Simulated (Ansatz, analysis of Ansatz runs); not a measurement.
# A hop of F in MgTiF6 (R-3), charge 0, part 2 of 4

Wanted: path and barrier of a jump of F in MgTiF6 (R-3) at charge 0. The case: V_F hop (2.5 Å), in a cell of 64 host atoms with 1 F taken out.

Ansatz 0.2.0; plane-wave PAW DFT, PBEsol; nudged elastic band between two relaxed defect structures.

So far: Set-up; Relaxation of the start point, charge 0.

**2. Relaxation of the start point, charge 0 (continued)**

Level of this step: plane-wave PAW DFT, PBEsol; relaxation of all atoms of a defect supercell (Ansatz).

Relaxation path:

```csv
step,energy less that of the first step (eV),largest force component (eV/Å)
1,0.0000,1.6482
2,-0.4859,1.6628
3,-0.9343,0.9337
4,-1.0455,0.1799
5,-1.0722,0.1680
6,-1.1114,0.0867
7,-1.1045,0.1825
8,-1.1241,0.0494
9,-1.1268,0.0269
10,-1.1273,0.0194
```

Relaxation step 7 was tried and not accepted.

The atoms that moved most (Å, from the sites as typed, ahead of the random displacement, the mean shift of all atoms taken out):

```csv
atom,dx,dy,dz,length
F39,-0.038,0.213,0.237,0.321
F13,0.229,-0.137,-0.060,0.273
F53,0.244,0.050,0.082,0.262
F27,-0.012,0.257,0.013,0.258
F54,-0.002,-0.131,-0.193,0.234
F16,-0.230,0.029,-0.006,0.232
Ti57,0.040,-0.173,-0.147,0.230
Mg49,0.038,0.173,0.143,0.228
```

Neighbours of F27 at the end:

```csv
atom,distance (Å)
Ti57,1.852
Mg25,2.073
F22,2.602
F44,2.613
F29,2.690
F28,2.810
F30,2.856
F13,2.946
```

Read from the output:

```
free energy                                                                                       : -72795.2811 eV
total moment                                                                                      : 1 μB
integral of the absolute spin density                                                             : 1.112 μB
spin contamination                                                                                : 0.001834
r.m.s. move of the farther half of the atoms                                                      : 0.1115 Å
largest move from the ideal geometry of this structure, a common shift of the far atoms taken out : 0.3265 Å
```

The relaxation gained 1.127 eV and ended with a largest force component of 0.019 eV/Å.

**3. Relaxation of the end point, charge 0**

The end point is relaxed in the same cell and settings, so that the two energies compare. Atoms more than 3.2 Å from the middle of the hop start where the first relaxation left them, the nearer ones on or close to their ideal places, with small random displacements.

Contents of q0_M1.end/input.yaml:

```yaml
crystal:
  lattice:
    - [5.4311162, 3.1356564, 8.90059419]
    - [-5.4311162, 3.1356564, 8.90059419]
    - [0.0, -6.2713128, 8.90059419]
  atoms:
    - { symbol: Mg, position: [0.2507678, 0.24888551, 0.25085466] }
    - { symbol: Ti, position: [0.00575885, 0.00264389, -0.00302308] }
[... 10 atom lines left out ...]
    - { symbol: F, position: [0.39007989, 0.36774589, 0.62109681] }
[... 8 atom lines left out ...]
    - { symbol: F, position: [0.36774589, 0.62109681, 0.39007989] }
[... 2 atom lines left out ...]
    - { symbol: Mg, position: [0.25, 0.75, 0.75] }
[... 1 atom line left out ...]
    - { symbol: F, position: [0.578772, 0.664191, 0.378878] }
    - { symbol: F, position: [0.13156583, 0.87880108, 0.61258169] }
    - { symbol: F, position: [0.39007989, 0.86774589, 0.62109681] }
[... 9 atom lines left out ...]
    - { symbol: F, position: [0.62109681, 0.39007989, 0.36774589] }
[... 4 atom lines left out ...]
    - { symbol: F, position: [0.63225411, 0.37890319, 0.60992011] }
[... 4 atom lines left out ...]
    - { symbol: Mg, position: [0.75, 0.75, 0.25] }
[... 4 atom lines left out ...]
    - { symbol: F, position: [0.85517334, 0.60555196, 0.39726898] }
    - { symbol: F, position: [0.62109681, 0.89007989, 0.36774589] }
[... 1 atom line left out ...]
    - { symbol: Ti, position: [0.5, 0.5, 0.5] }
[... 5 atom lines left out ...]
    - { symbol: F, position: [0.6114774, 0.63041143, 0.87882061] }
basis:
  ecutwfc: 420
  xc_grid: 2
hamiltonian:
  xc: pbesol
kpoints:
  mp_grid: { grid: [1, 1, 1], shift: [0.25, 0.25, 0.25] }
magnetization:
  spin_polarized: true
  initial_magnetization: 1
  spin_locking: { lock_magnetization: hard }
scf:
  occupations: { method: fixed }
  max_iter: 120
output:
  forces: true
relax:
  f_tol: 0.02
  max_steps: 70
  random_displacement: { amplitude: 0.01, seed: 4425 }
```

Run with:

```console
$ ansatz run input.yaml --threads 4 --pin off --max-ram 14131MiB --backend cpu --events-out ev --progress --plain --runs-dir out
```

What it wrote:

```text
[...]
Crystal: 63 atoms, lattice volume = 909.469 Å³
Basis set: ecut = 420 eV, 17849 PW (Γ), exchange–correlation on 150×150×150 points (8 copies of the dense FFT grid, shifted against one another)
Bands: 316, of which v1, the nominal top of the filled ones, is band 253 counted from 1 (252 counted from 0)
Symmetry: 1 space group operations
k-points: 1
[...]
Starting moments: Σ|m| = 1 μB on 63 of 63 sites
[...]
SCF iter   1: F=—  HF=-72820.652129 eV  |F-HF|=—  |Δ(HF+E_count)|=         —  Δρ=6.60e-2 (↑6.60e-2 ↓6.09e-2)  dr2=1.75e2  dr2_m=5.61e-1  M=1.000 μB ∫|m|=1.100 μB  β_m=0.30  ethr=3.10e-3  ⟨swp⟩=4.0  Hψ=1856  notcnv=0  defer=116
[...]
SCF iter  36: F=-72794.279385 eV  HF=-72794.279385 eV  |F-HF|=7.50e-8  |Δ(HF+E_count)|=   3.56e-8  Δρ=3.53e-6 (↑3.53e-6 ↓1.02e-6)  dr2=1.49e-7  dr2_m=2.96e-8  M=1.000 μB ∫|m|=1.104 μB  ethr=2.33e-10  ⟨swp⟩=2.0  Hψ=1122  notcnv=0
[...]
F+E_penalty+E_count = -72795.27830530 eV   max|allowed force component| = 1.290e-2 eV/Å
  atoms:
    - { symbol: Mg, position: [0.250248, 0.248140, 0.251619] }
    - { symbol: Ti, position: [-0.005139, 0.003220, 0.005499] }
[...]
- { symbol: F, position: [0.381803, 0.386236, 0.627156] }
[...]
- { symbol: F, position: [0.367786, 0.626362, 0.389294] }
[...]
- { symbol: Mg, position: [0.234174, 0.767645, 0.762331] }
    [... 1 atom left out ...]
    - { symbol: F, position: [0.590152, 0.641016, 0.410857] }
    [... 1 atom left out ...]
    - { symbol: F, position: [0.389864, 0.863789, 0.614997] }
[...]
- { symbol: F, position: [0.632942, 0.402306, 0.336496] }
    [... 4 atoms left out ...]
    - { symbol: F, position: [0.641042, 0.364287, 0.603918] }
    [... 4 atoms left out ...]
    - { symbol: Mg, position: [0.747209, 0.750740, 0.255116] }
    [... 5 atoms left out ...]
    - { symbol: F, position: [0.630023, 0.894424, 0.367493] }
    [... 1 atom left out ...]
    - { symbol: Ti, position: [0.516617, 0.488028, 0.482050] }
    [... 6 atoms left out ...]
[key lines of the parts left out:]
SCF converged after 35 iterations
Magnetization: 1.0000 μB (253.0000 up, 252.0000 down)
Free energy (F): -72795.278305 eV
Fermi energy:    4.495645 (↑ 4.495645, ↓ -0.257368) eV
```

The job ended after 3.7 min (4 threads of Intel Xeon 6975P-C (Granite Rapids), shared host; peak memory 2.9 GiB).

The steps of the relaxation:

```csv
step,energy less that of the first step (eV),largest force component (eV/Å)
1,0.0000,1.5794
2,-0.6138,0.8219
3,-0.9128,0.4596
4,-0.9648,0.1855
5,-0.9929,0.0717
6,-0.9978,0.0259
7,-0.9989,0.0129
```

The atoms that moved most (Å, from the sites as typed, ahead of the random displacement, the mean shift of all atoms taken out):

```csv
atom,dx,dy,dz,length
F27,0.187,-0.236,0.181,0.351
F20,0.118,-0.113,-0.266,0.312
F46,-0.206,0.027,0.226,0.307
F53,-0.227,0.006,-0.182,0.291
F39,-0.003,0.273,-0.063,0.280
F31,-0.254,0.057,-0.097,0.278
F28,0.211,0.006,-0.154,0.261
F36,0.148,0.043,-0.195,0.248
```

Neighbours of F27 at the end:

```csv
atom,distance (Å)
Ti57,1.854
Mg49,2.081
F44,2.633
F22,2.634
F55,2.777
F54,2.826
F39,2.854
F52,2.864
```

Numbers from this step:

```yaml
free_energy: -72795.2783 eV
total_moment: 1 μB
integral_of_the_absolute_spin_density: 1.108 μB
spin_contamination: 0.001849
r_m_s_move_of_the_farther_half_of_the_atoms: 0.1071 Å
largest_move_from_the_ideal_geometry_of_this_structure_a_common_shift_of_the_far_atoms_taken_out: 0.3273 Å
```

The relaxation gained 0.999 eV and ended with a largest force component of 0.013 eV/Å. The end lies 0.003 eV above the start.

(Continued in part 3 of 4.)

[Long decimals in the printed logs are rounded to 6 places.]

[Repeated set-up lines and some long k-point lines are left out of the logs, and relaxed atomic positions are cut to six decimals.]

[Logs are printed without paths, hosts, clocks, repeated set-up lines and the standing remarks that a program may print on its own settings, such as how far it seeks lower states.]

[Hosts, paths, dates, database ids (printed as entryN), source tags and the programs' standing remarks are cut or masked in the printed files.]
